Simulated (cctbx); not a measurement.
# Diagnosing a refinement

Cell a = 4.2020 Å, b = 4.2020 Å, c = 6.9040 Å, α = 90.00°, β = 90.00°, γ = 120.00°; space group P-3m1 (no. 164). The compound is TbMn2As2.

The data are simulated with cctbx, not measured: Ag Kα, λ = 0.56087 Å, to d = 0.65 Å, 95 % of the full sphere, strongest reflection 20000 counts, noise from counting, a 6 % proportional error and a noise floor of 2 counts (s.d.); no absorption.

An anisotropic refinement with weights 1/σ² prints:

```text
Rint 0.042, 187 unique reflections to 0.65 A
cycle     R1     wR2    GooF  max shift (A)
   1  0.0789  0.2591   8.482   0.01040
   2  0.0143  0.0358   1.172   0.00011
final R1 0.0143 wR2 0.0358 GooF 1.171  parameters 8  data/parameter 23.4
atom        x        y        z      Ueq    occ   su(xyz)  su(Uiso or U11)
Tb1    0.00000  0.00000  0.00000   0.0231  1.000  0.00000  0.0001
As1    0.66667  0.33333  0.74008   0.0214  1.000  0.00006  0.0002
Mn1    0.66667  0.33333  0.37578   0.0292  1.000  0.00012  0.0003
difference map: max 0.78 min -0.64 rms 0.18
Q1    0.0000  0.0000  0.1904    2    0.80  1.31 A from Tb1
Q2    0.3333  0.6667  0.2431    2    0.75  0.12 A from As1
Q3    0.2799  0.5597  0.6061    6    0.67  0.41 A from Mn1
Q4    0.2076  0.6038  0.5357    6    0.49  0.76 A from Mn1
Q5    0.2592  0.5185  0.8268    6    0.49  1.50 A from Mn1
Q6    0.3333  0.6667  0.4369    2    0.42  1.22 A from As1
```

Q: Accept it or mend it, and why?

Mend it. The fault: anomalous dispersion left out. Against the right model at the same level, R1 goes from 0.0114 to 0.0143 and GooF from 0.90 to 1.17. No atom is wrong: without f′ and f″ the atoms near an edge get the wrong scattering power, which U and the scale absorb. The signs are weak, and the output alone doesn't single this fault out.

The compound is TbMn2As2. The right model at the same level gives:

```text
Rint 0.042, 187 unique reflections to 0.65 A
cycle     R1     wR2    GooF  max shift (A)
   1  0.0753  0.2538   8.308   0.01050
   2  0.0114  0.0274   0.896   0.00007
final R1 0.0114 wR2 0.0274 GooF 0.895  parameters 8  data/parameter 23.4
atom        x        y        z      Ueq    occ   su(xyz)  su(Uiso or U11)
Tb1    0.00000  0.00000  0.00000   0.0228  1.000  0.00000  0.0001
As1    0.66667  0.33333  0.74006   0.0224  1.000  0.00005  0.0001
Mn1    0.66667  0.33333  0.37578   0.0306  1.000  0.00009  0.0002
difference map: max 0.79 min -0.60 rms 0.14
Q1    0.0000  0.0000  0.1932    2    0.80  1.33 A from Tb1
Q2    0.2010  0.6005  0.5206    6    0.53  0.86 A from Mn1
Q3    0.2581  0.5162  0.8290    6    0.52  1.52 A from Mn1
Q4    0.3333  0.6667  0.4444    2    0.39  1.24 A from Mn1
Q5    0.3333  0.6667  0.1008    2    0.35  1.10 A from As1
Q6    0.2509  0.5018  0.2054    6    0.35  0.71 A from As1
```

This is a model crystal, built by substitution and not relaxed, with assumed displacement parameters.

[Middle refinement cycles are left out of these outputs.]

[Logs are printed without paths, hosts, clocks, repeated set-up lines and the standing remarks that a program may print on its own settings, such as how far it seeks lower states.]
